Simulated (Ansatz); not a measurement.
# In2S (model cell, started as antifluorite): a soft mode frozen in, part 2 of 3

Which phase does In2S (model cell, started as antifluorite) fall into along its unstable mode, and how much energy does it gain?

Ansatz 0.2.0; DFT PBEsol, scalar-relativistic, plane waves, PAW.

So far, highest frequency on the path or at a solved wavevector (cm⁻¹): step 2 (the dispersion) 120. Also lowest frequency on the path (cm⁻¹): step 2 -131.

The structure was built from a prototype and need not be the compound's stable phase.

## Step 4: The mode frozen in, largest atomic shift 0.6 Å

The atoms are moved along the unstable eigenvector, the largest shift by 0.6 Å, with the cell fixed.

Contents of input.yaml:

```yaml
crystal:
  lattice:
    - [0.0, -3.4890740757, -3.4890740757]
    - [0.0, 3.4890740757, -3.4890740757]
    - [6.9781481514, 0.0, 0.0]
  atoms:
    - { symbol: S, position: [0.3784021034, 0.5, 0.5] }
    - { symbol: S, position: [0.1215978966, 0.0, 0.0] }
    - { symbol: In, position: [-0.0156147747, 0.5, 0.75] }
    - { symbol: In, position: [0.5156147747, 0.0, 0.25] }
    - { symbol: In, position: [0.9843852253, 0.5, 0.25] }
    - { symbol: In, position: [0.5156147747, 0.0, 0.75] }
kpoints:
  mp_grid: { grid: [6, 6, 6] }
hamiltonian:
  xc: pbesol
scf:
  occupations: { method: methfessel_paxton, width: 0.15 }
output:
  forces: true
  stress: true
  eigenvalues: true
```

Command:

```sh
> ansatz run input.yaml --threads 4 --pin off --max-ram 7168MiB --backend cpu --events-out ev --progress --plain --runs-dir out
```

Numbers of over 12 decimals in the logs are rounded to 6 here.

Log:

```text
[...]
Crystal: 6 atoms, lattice volume = 169.899 Å³
Basis set: ecut = 420 eV, 3299 PW (Γ), exchange–correlation on 72×72×96 points (8 copies of the dense FFT grid, shifted against one another)
Bands: 39, of which v1, the nominal top of the filled ones, is band 32 counted from 1 (31 counted from 0)
Symmetry: 8 space group operations
[...]
k-points: 64 of 216
[...]
k-point 0: bands = [... 28 lower, 4.5453, 5.6028, 6.3480, 6.4640, 6.6274, 7.3622, 7.8263, 10.0826, ... 3 higher]
  k-point 1: bands = [... 28 lower, 4.4094, 5.6599, 5.7438, 6.1827, 7.3159, 7.9481, 8.0059, 9.9361, ... 3 higher]
  k-point 2: bands = [... 28 lower, 4.3610, 5.1232, 5.8008, 5.9788, 8.1856, 8.4515, 8.9130, 9.5407, ... 3 higher]
  k-point 63: bands = [... 28 lower, 5.3708, 5.3708, 6.5325, 6.5325, 7.5873, 7.5873, 9.4466, 9.4466, ... 3 higher]
[key lines of the parts left out:]
SCF converged after 7 iterations
Free energy (F): -23871.830187 eV
Fermi energy:    7.320039 eV
P = ⅓ Tr σ = 0.3922 GPa (3.922 kbar)
```

The job ended after 4.1 s (4 threads of Intel Xeon 6975P-C (Granite Rapids), shared host; peak memory 0.73 GiB; 15 s of CPU time).

Numbers from this step:

```yaml
pressure: 0.3922 GPa
energy_from_the_undistorted_cell: -60.84 meV/atom
```

The energy, extrapolated to zero smearing, is -60.84 meV/atom against the undistorted cell.

The run ends at a pressure of 0.39 GPa, with forces up to 0.92 eV/Å.

## Step 5: Energy along the mode, all amplitudes (two of the runs are shown above)

An imaginary frequency means negative curvature, so the energy should fall and then rise again as anharmonic terms take over.

This step gave:

```
depth at the lowest point sampled  : 60.84 meV/atom
largest atomic shift at that point : 0.6 Å
```

The energy from the parent by largest atomic shift:

```
largest atomic shift (Å)  energy from the parent (meV/atom)
                   0.000                                  0
                   0.040                             -0.596
                   0.080                              -2.32
                   0.140                              -6.67
                   0.220                              -15.5
                   0.320                              -31.9
                   0.450                              -51.8
                   0.600                              -60.8
```

Displacement at unit largest shift by atom:

```
atom  x (Å)   y (Å)   z (Å)   size
  S1  0.000   0.707   0.707  1.000
  S2  0.000  -0.707  -0.707  1.000
 In3  0.000   0.091   0.091  0.129
 In4  0.000  -0.091  -0.091  0.129
 In5  0.000   0.091   0.091  0.129
 In6  0.000  -0.091  -0.091  0.129
```

The lowest of the steps tried is the last one, at 0.6 Å, 60.8 meV/atom below the parent; the bottom of the well need not coincide with a step.

## Step 6: Relaxation from the frozen mode

Starting from the lowest point found, all atoms and the cell are let go, so that strain and other modes of the same symmetry can join in.

input.yaml: that of step 4 with these lines changed.

```diff
@@ -22 +22,6 @@
   eigenvalues: true
+relax:
+  adjacent_minimum: "off"
+  f_tol: 0.002
+  max_steps: 120
+  cell: { stress_tol: 0.03 }
```

Log:

```text
[...]
Crystal: 6 atoms, lattice volume = 169.899 Å³
Basis set: ecut = 420 eV, 3299 PW (Γ), exchange–correlation on 72×72×96 points (8 copies of the dense FFT grid, shifted against one another)
Bands: 39, of which v1, the nominal top of the filled ones, is band 32 counted from 1 (31 counted from 0)
Symmetry: 8 space group operations
[...]
k-points: 64 of 216
[...]
SCF iter   1: F=—  HF=-23871.843878 eV  |F-HF|=—  |Δ(HF+E_count)|=         —  Δρ=4.55e-3  dr2=6.01e-2  ethr=1.77e-3  ⟨swp⟩=6.4  Hψ=9889  notcnv=0
[...]
SCF iter   7: F=-23871.830187 eV  HF=-23871.830187 eV  |F-HF|=6.97e-9  |Δ(HF+E_count)|=   4.95e-8  S|Δr|=    0.00e0  Δρ=1.96e-6  dr2=8.03e-9  ethr=1.56e-10  ⟨swp⟩=9.0  Hψ=10482  notcnv=0
SCF 1 converged in 7 iterations: F = -23871.830187 eV  dr2 = 8.03e-9
[...]
relax step   1: F+E_penalty+E_count = -23871.83018693 eV  Δ(F+E_penalty+E_count) = +0.000e0 eV  max|allowed force component| = 5.604e-1 eV/Å  Δτ_max = 0.0000 Å  P = +0.392 GPa  Ω = 169.899 Å³  (7 SCF iters, dr2 threshold 1.00e-7 eV, accepted)
Crystal: 6 atoms, lattice volume = 165.606 Å³
Basis set: ecut = 420 eV, 3263 PW (Γ), exchange–correlation on 72×72×96 points (8 copies of the dense FFT grid, shifted against one another)
[...]
SCF iter   6: F=-23872.311340 eV  HF=-23872.311340 eV  |F-HF|=2.31e-8  |Δ(HF+E_count)|=   1.73e-6  S|Δr|=    0.00e0  Δρ=7.88e-6  dr2=1.23e-7  ethr=9.37e-10  ⟨swp⟩=6.7  Hψ=10029  notcnv=0
SCF 2 converged in 6 iterations: F = -23872.311340 eV  dr2 = 1.23e-7
[...]
relax step   2: F+E_penalty+E_count = -23872.31133984 eV  Δ(F+E_penalty+E_count) = -4.812e-1 eV  max|allowed force component| = 2.580e-1 eV/Å  Δτ_max = 0.1948 Å  P = -0.961 GPa  Ω = 165.606 Å³  energy of the carried Pulay correction = +7.296e-4 eV  (6 SCF iters, dr2 threshold 6.00e-7 eV, accepted)
Crystal: 6 atoms, lattice volume = 160.571 Å³
Basis set: ecut = 420 eV, 3157 PW (Γ), exchange–correlation on 72×72×96 points (8 copies of the dense FFT grid, shifted against one another)
[...]
SCF iter   6: F=-23872.480646 eV  HF=-23872.480647 eV  |F-HF|=1.44e-7  |Δ(HF+E_count)|=   1.71e-6  S|Δr|=    0.00e0  Δρ=1.35e-5  dr2=3.07e-7  ethr=9.37e-10  ⟨swp⟩=7.5  Hψ=11555  notcnv=0
SCF 3 converged in 6 iterations: F = -23872.480646 eV  dr2 = 3.07e-7
relax step   3: F+E_penalty+E_count = -23872.48064649 eV  Δ(F+E_penalty+E_count) = -1.693e-1 eV  max|allowed force component| = 2.499e-1 eV/Å  Δτ_max = 0.1975 Å  P = -0.657 GPa  Ω = 160.571 Å³  energy of the carried Pulay correction = +1.621e-3 eV  (6 SCF iters, dr2 threshold 6.00e-7 eV, accepted)
[... from here on, the SCF cycles and remarks between the steps are left out ...]
relax step   4: F+E_penalty+E_count = -23872.57131691 eV  Δ(F+E_penalty+E_count) = -9.067e-2 eV  max|allowed force component| = 1.259e-1 eV/Å  Δτ_max = 0.0570 Å  P = +0.173 GPa  Ω = 157.816 Å³  energy of the carried Pulay correction = +2.127e-3 eV  (6 SCF iters, dr2 threshold 6.00e-7 eV, accepted)
relax step   5: F+E_penalty+E_count = -23872.64021678 eV  Δ(F+E_penalty+E_count) = -6.890e-2 eV  max|allowed force component| = 1.055e-1 eV/Å  Δτ_max = 0.0706 Å  P = +0.742 GPa  Ω = 158.003 Å³  energy of the carried Pulay correction = +2.092e-3 eV  (6 SCF iters, dr2 threshold 6.00e-7 eV, accepted)
relax step   6: F+E_penalty+E_count = -23872.67278063 eV  Δ(F+E_penalty+E_count) = -3.256e-2 eV  max|allowed force component| = 7.209e-2 eV/Å  Δτ_max = 0.0354 Å  P = -0.106 GPa  Ω = 159.773 Å³  energy of the carried Pulay correction = +1.767e-3 eV  (6 SCF iters, dr2 threshold 6.00e-7 eV, accepted)
relax step   7: F+E_penalty+E_count = -23872.68034897 eV  Δ(F+E_penalty+E_count) = -7.568e-3 eV  max|allowed force component| = 3.507e-2 eV/Å  Δτ_max = 0.0256 Å  P = +0.238 GPa  Ω = 158.331 Å³  energy of the carried Pulay correction = +2.032e-3 eV  (6 SCF iters, dr2 threshold 3.25e-7 eV, accepted)
relax step   8: F+E_penalty+E_count = -23872.68283534 eV  Δ(F+E_penalty+E_count) = -2.486e-3 eV  max|allowed force component| = 3.011e-2 eV/Å  Δτ_max = 0.0228 Å  P = +0.116 GPa  Ω = 158.667 Å³  energy of the carried Pulay correction = +1.969e-3 eV  (5 SCF iters, dr2 threshold 2.07e-7 eV, accepted)
relax step   9: F+E_penalty+E_count = -23872.68315020 eV  Δ(F+E_penalty+E_count) = -3.149e-4 eV  max|allowed force component| = 8.972e-3 eV/Å  Δτ_max = 0.0492 Å  P = +0.003 GPa  Ω = 158.862 Å³  energy of the carried Pulay correction = +1.933e-3 eV  (6 SCF iters, dr2 threshold 9.06e-8 eV, accepted)
relax step  10: F+E_penalty+E_count = -23872.68151155 eV  Δ(F+E_penalty+E_count) = +1.639e-3 eV  max|allowed force component| = 4.128e-2 eV/Å  Δτ_max = 0.0380 Å  P = -0.362 GPa  Ω = 160.270 Å³  energy of the carried Pulay correction = +1.676e-3 eV  (7 SCF iters, dr2 threshold 2.15e-8 eV, rejected (line search))
relax step  11: F+E_penalty+E_count = -23872.68403699 eV  Δ(F+E_penalty+E_count) = -8.868e-4 eV  max|allowed force component| = 8.324e-3 eV/Å  Δτ_max = 0.0184 Å  P = +0.021 GPa  Ω = 158.961 Å³  energy of the carried Pulay correction = +1.915e-3 eV  (8 SCF iters, accepted)
relax step  12: F+E_penalty+E_count = -23872.68402293 eV  Δ(F+E_penalty+E_count) = +1.406e-5 eV  max|allowed force component| = 7.459e-3 eV/Å  Δτ_max = 0.0047 Å  P = -0.049 GPa  Ω = 159.136 Å³  energy of the carried Pulay correction = +1.883e-3 eV  (5 SCF iters, dr2 threshold 8.99e-9 eV, accepted)
relax step  13: F+E_penalty+E_count = -23872.68410448 eV  Δ(F+E_penalty+E_count) = -8.155e-5 eV  max|allowed force component| = 1.233e-4 eV/Å  Δτ_max = 0.0014 Å  P = -0.000 GPa  Ω = 159.001 Å³  energy of the carried Pulay correction = +1.908e-3 eV  (4 SCF iters, dr2 threshold 1.73e-8 eV, accepted)
relax step  14: F+E_penalty+E_count = -23872.68934571 eV  Δ(F+E_penalty+E_count) = -5.241e-3 eV  max|allowed force component| = 4.676e-4 eV/Å  Δτ_max = 0.0000 Å  P = +0.072 GPa  Ω = 159.001 Å³  stress off target by 2.38e-1 GPa  SCF on the basis re-selected at this cell (its energy is not comparable with the rows above)  (7 SCF iters)
relax step  15: F+E_penalty+E_count = -23872.69141145 eV  Δ(F+E_penalty+E_count) = -2.066e-3 eV  max|allowed force component| = 5.301e-3 eV/Å  Δτ_max = 0.0114 Å  P = +0.040 GPa  Ω = 158.988 Å³  energy of the carried Pulay correction = -4.798e-6 eV  (5 SCF iters, dr2 threshold 1.42e-7 eV, accepted)
relax step  16: F+E_penalty+E_count = -23872.69001944 eV  Δ(F+E_penalty+E_count) = +1.392e-3 eV  max|allowed force component| = 6.527e-2 eV/Å  Δτ_max = 0.0212 Å  P = +0.249 GPa  Ω = 158.439 Å³  energy of the carried Pulay correction = +8.556e-5 eV  (7 SCF iters, dr2 threshold 4.82e-8 eV, rejected (line search))
relax step  17: F+E_penalty+E_count = -23872.69202064 eV  Δ(F+E_penalty+E_count) = -6.092e-4 eV  max|allowed force component| = 4.012e-3 eV/Å  Δτ_max = 0.0043 Å  P = +0.024 GPa  Ω = 159.010 Å³  energy of the carried Pulay correction = -1.173e-5 eV  (8 SCF iters, accepted)
relax step  18: F+E_penalty+E_count = -23872.69499942 eV  Δ(F+E_penalty+E_count) = -2.979e-3 eV  max|allowed force component| = 1.274e-2 eV/Å  Δτ_max = 0.0265 Å  P = +0.005 GPa  Ω = 158.751 Å³  energy of the carried Pulay correction = +1.862e-5 eV  (7 SCF iters, dr2 threshold 2.85e-8 eV, accepted)
relax step  19: F+E_penalty+E_count = -23872.71547749 eV  Δ(F+E_penalty+E_count) = -2.048e-2 eV  max|allowed force component| = 8.375e-2 eV/Å  Δτ_max = 0.0441 Å  P = +0.041 GPa  Ω = 157.885 Å³  energy of the carried Pulay correction = +1.508e-4 eV  (7 SCF iters, dr2 threshold 2.82e-8 eV, accepted)
relax step  20: F+E_penalty+E_count = -23872.77837176 eV  Δ(F+E_penalty+E_count) = -6.289e-2 eV  max|allowed force component| = 1.443e-1 eV/Å  Δτ_max = 0.0868 Å  P = +0.247 GPa  Ω = 155.474 Å³  energy of the carried Pulay correction = +5.589e-4 eV  (7 SCF iters, dr2 threshold 4.38e-7 eV, accepted)
relax step  21: F+E_penalty+E_count = -23872.69461149 eV  Δ(F+E_penalty+E_count) = +8.376e-2 eV  max|allowed force component| = 2.408e-1 eV/Å  Δτ_max = 0.1417 Å  P = +0.959 GPa  Ω = 149.493 Å³  energy of the carried Pulay correction = +1.654e-3 eV  (7 SCF iters, dr2 threshold 6.00e-7 eV, rejected (line search))
relax step  22: F+E_penalty+E_count = -23872.75457860 eV  Δ(F+E_penalty+E_count) = +2.379e-2 eV  max|allowed force component| = 2.627e-1 eV/Å  Δτ_max = 0.0948 Å  P = -1.362 GPa  Ω = 156.283 Å³  energy of the carried Pulay correction = +3.913e-4 eV  (12 SCF iters, rejected (line search))
relax step  23: F+E_penalty+E_count = -23872.81327297 eV  Δ(F+E_penalty+E_count) = -3.490e-2 eV  max|allowed force component| = 9.047e-2 eV/Å  Δτ_max = 0.0453 Å  P = -0.126 GPa  Ω = 154.999 Å³  energy of the carried Pulay correction = +6.390e-4 eV  (11 SCF iters, accepted)
relax step  24: F+E_penalty+E_count = -23872.82700535 eV  Δ(F+E_penalty+E_count) = -1.373e-2 eV  max|allowed force component| = 7.108e-2 eV/Å  Δτ_max = 0.0356 Å  P = -0.244 GPa  Ω = 155.617 Å³  energy of the carried Pulay correction = +5.201e-4 eV  (6 SCF iters, dr2 threshold 6.00e-7 eV, accepted)
relax step  25: F+E_penalty+E_count = -23872.83414877 eV  Δ(F+E_penalty+E_count) = -7.143e-3 eV  max|allowed force component| = 2.815e-2 eV/Å  Δτ_max = 0.0513 Å  P = +0.094 GPa  Ω = 153.268 Å³  energy of the carried Pulay correction = +9.522e-4 eV  (6 SCF iters, dr2 threshold 6.00e-7 eV, accepted)
relax step  26: F+E_penalty+E_count = -23872.83529059 eV  Δ(F+E_penalty+E_count) = -1.142e-3 eV  max|allowed force component| = 1.486e-2 eV/Å  Δτ_max = 0.0235 Å  P = +0.011 GPa  Ω = 153.715 Å³  energy of the carried Pulay correction = +8.680e-4 eV  (6 SCF iters, dr2 threshold 1.28e-7 eV, accepted)
relax step  27: F+E_penalty+E_count = -23872.83546933 eV  Δ(F+E_penalty+E_count) = -1.787e-4 eV  max|allowed force component| = 3.211e-3 eV/Å  Δτ_max = 0.0104 Å  P = -0.017 GPa  Ω = 153.996 Å³  energy of the carried Pulay correction = +8.167e-4 eV  (6 SCF iters, dr2 threshold 1.38e-8 eV, accepted)
relax step  28: F+E_penalty+E_count = -23872.83555384 eV  Δ(F+E_penalty+E_count) = -8.451e-5 eV  max|allowed force component| = 5.409e-4 eV/Å  Δτ_max = 0.0013 Å  P = -0.006 GPa  Ω = 153.848 Å³  energy of the carried Pulay correction = +8.439e-4 eV  (5 SCF iters, dr2 threshold 8.06e-9 eV, accepted)
Basis set: ecut = 420 eV, 3015 PW (Γ), exchange–correlation on 90×50×90 points (8 copies of the dense FFT grid, shifted against one another)
[...]
SCF iter   6: F=-23872.835634 eV  HF=-23872.835634 eV  |F-HF|=0.00e0  |Δ(HF+E_count)|=  7.28e-12  S|Δr|=    0.00e0  Δρ=4.93e-8  dr2=8.93e-12  ethr=1.00e-12  ⟨swp⟩=5.9  Hψ=11397  notcnv=0
SCF 29 converged in 6 iterations: F = -23872.835634 eV  dr2 = 8.93e-12
relax step  29: F+E_penalty+E_count = -23872.83563427 eV  Δ(F+E_penalty+E_count) = -8.043e-5 eV  max|allowed force component| = 5.593e-4 eV/Å  Δτ_max = 0.0000 Å  P = -0.010 GPa  Ω = 153.848 Å³  stress off target by 2.40e-2 GPa  SCF on the basis re-selected at this cell (its energy is not comparable with the rows above)  (6 SCF iters)
[...]
SCF converged after 6 iterations
[...]
Free energy (F): -23872.835634 eV
[...]
Internal energy: -23872.836189 eV  (E = F + TS)
E sigma→0 (E₀):  -23872.835773 eV
Entropy (-TS):   0.000555 eV (0.092 meV/atom)
Fermi energy:    8.329976 eV
[...]
--- Forces (eV/Å), atoms counted from 1 ---
  atom   1  S      0.00000000     0.00000284     0.00000284
  atom   2  S     -0.00000000    -0.00000284    -0.00000284
  atom   3  In     0.00044588    -0.00055932    -0.00055932
  atom   4  In     0.00044588     0.00055932     0.00055932
  atom   5  In    -0.00044588    -0.00055932    -0.00055932
  atom   6  In    -0.00044588     0.00055932     0.00055932
  max |Σ_I F_I| component: 3.30e-17 eV/Å
--- Stress (GPa, compression-positive) ---
       -0.012298       0.000000      -0.000000
        0.000000      -0.009574       0.014439
       -0.000000       0.014439      -0.009574
  P = ⅓ Tr σ = -0.0105 GPa (-0.105 kbar)
--- Band table (eV; the first three rows and the last of 64) ---
  k-point 0: bands = [... 28 lower, 5.8653, 6.4312, 6.5594, 7.8422, 9.4669, 9.5417, 11.5033, 12.6124, ... 3 higher]
  k-point 1: bands = [... 28 lower, 5.9102, 6.5117, 7.1535, 7.3443, 9.3500, 10.1573, 11.5284, 12.5445, ... 3 higher]
  k-point 2: bands = [... 28 lower, 6.0340, 6.3818, 7.1152, 8.0591, 9.1562, 10.7448, 11.8288, 12.1233, ... 3 higher]
  k-point 63: bands = [... 28 lower, 6.7161, 6.7161, 6.9262, 6.9262, 8.5529, 8.5529, 11.0881, 11.0881, ... 3 higher]
--- Relaxed structure (27 steps of the walk, 23 accepted, 2 SCFs on fresh bases) ---
  F+E_penalty+E_count = -23872.83563427 eV   max|allowed force component| = 5.593e-4 eV/Å   (the final SCF, on the basis selected at the relaxed cell)
  cell:  # Å, volume = 153.8478 Å³
    - [0, -4.386421, -4.386421]
    - [0, 2.623388, -2.623388]
    - [6.684800, 0, 0]
  atoms:
    - { symbol: S, position: [0.349139, 0.5, 0.500000] }
    - { symbol: S, position: [0.150861, 2.7755575615628914e-17, 3.314582299562816e-19] }
    - { symbol: In, position: [-0.037095, 0.500000, 0.738247] }
    - { symbol: In, position: [0.537095, 0.0, 0.238247] }
    - { symbol: In, position: [0.962905, 0.500000, 0.261753] }
    - { symbol: In, position: [0.537095, 0.0, 0.761753] }
```

Wall time 2.3 min (4 threads); peak memory 0.8 GiB; 8.4 min of CPU time.

Step by step (22 of 29):

```
step  energy less that of the first step (eV)  largest force component (eV/Å)  pressure (GPa)  volume (Å³)
   1                                   0.0000                          0.5604            0.39       169.90
   2                                  -0.4812                          0.2580           -0.96       165.61
   4                                  -0.7411                          0.1259            0.17       157.82
   5                                  -0.8100                          0.1055            0.74       158.00
   6                                  -0.8426                          0.0721           -0.11       159.77
   8                                  -0.8526                          0.0301            0.12       158.67
   9                                  -0.8530                          0.0090            0.00       158.86
  10                                  -0.8513                          0.0413           -0.36       160.27
  12                                  -0.8538                          0.0075           -0.05       159.14
  13                                  -0.8539                          0.0001            0.00       159.00
 14*                                  -0.8592                          0.0005            0.07       159.00
  16                                  -0.8598                          0.0653            0.25       158.44
  17                                  -0.8618                          0.0040            0.02       159.01
  18                                  -0.8648                          0.0127            0.00       158.75
  20                                  -0.9482                          0.1443            0.25       155.47
  21                                  -0.8644                          0.2408            0.96       149.49
  22                                  -0.9244                          0.2627           -1.36       156.28
  24                                  -0.9968                          0.0711           -0.24       155.62
  25                                  -1.0040                          0.0281            0.09       153.27
  26                                  -1.0051                          0.0149            0.01       153.72
  28                                  -1.0054                          0.0005           -0.01       153.85
 29*                                  -1.0054                          0.0006           -0.01       153.85
```

Relaxation steps marked * repeat the geometry before them on a plane-wave basis chosen anew for their cell, so energy and pressure can jump there. Other such steps can lie between the rows shown. Relaxation steps 10, 16, 21, 22 were tried and not accepted.

Forces are held to the 8 operations that the run works with; a distortion that breaks them can't arise in this run.

```
     cell as run  before  after   change
           a (Å)   4.934  6.203  +25.7 %
           b (Å)   4.934  3.710  -24.8 %
           c (Å)   6.978  6.685   -4.2 %
volume (Å³/atom)   28.32  25.64   -9.4 %
```

The atoms that moved most (Å, as changes of fractional coordinates times the final cell):

```
atom      dx      dy      dz  length
  S2   0.000  -0.128  -0.128   0.182
  S1   0.000   0.128   0.128   0.182
 In5   0.079   0.094   0.094   0.155
 In3  -0.079   0.094   0.094   0.155
 In6   0.079  -0.094  -0.094   0.155
 In4  -0.079  -0.094  -0.094   0.155
```

This step gave:

| Quantity | Value |
| --- | --- |
| pressure | -0.01048 GPa |
| volume per atom | 25.64 Å³ |

The distorted start has space group Pmmn; the relaxation ends in Pmmn.

(Continued in part 3 of 3.)

[Logs are printed without paths, hosts, clocks, repeated set-up lines and the standing remarks that a program may print on its own settings, such as how far it seeks lower states.]

[Hosts, paths, dates, database ids (printed as entryN), source tags and the programs' standing remarks are cut or masked in the printed files.]
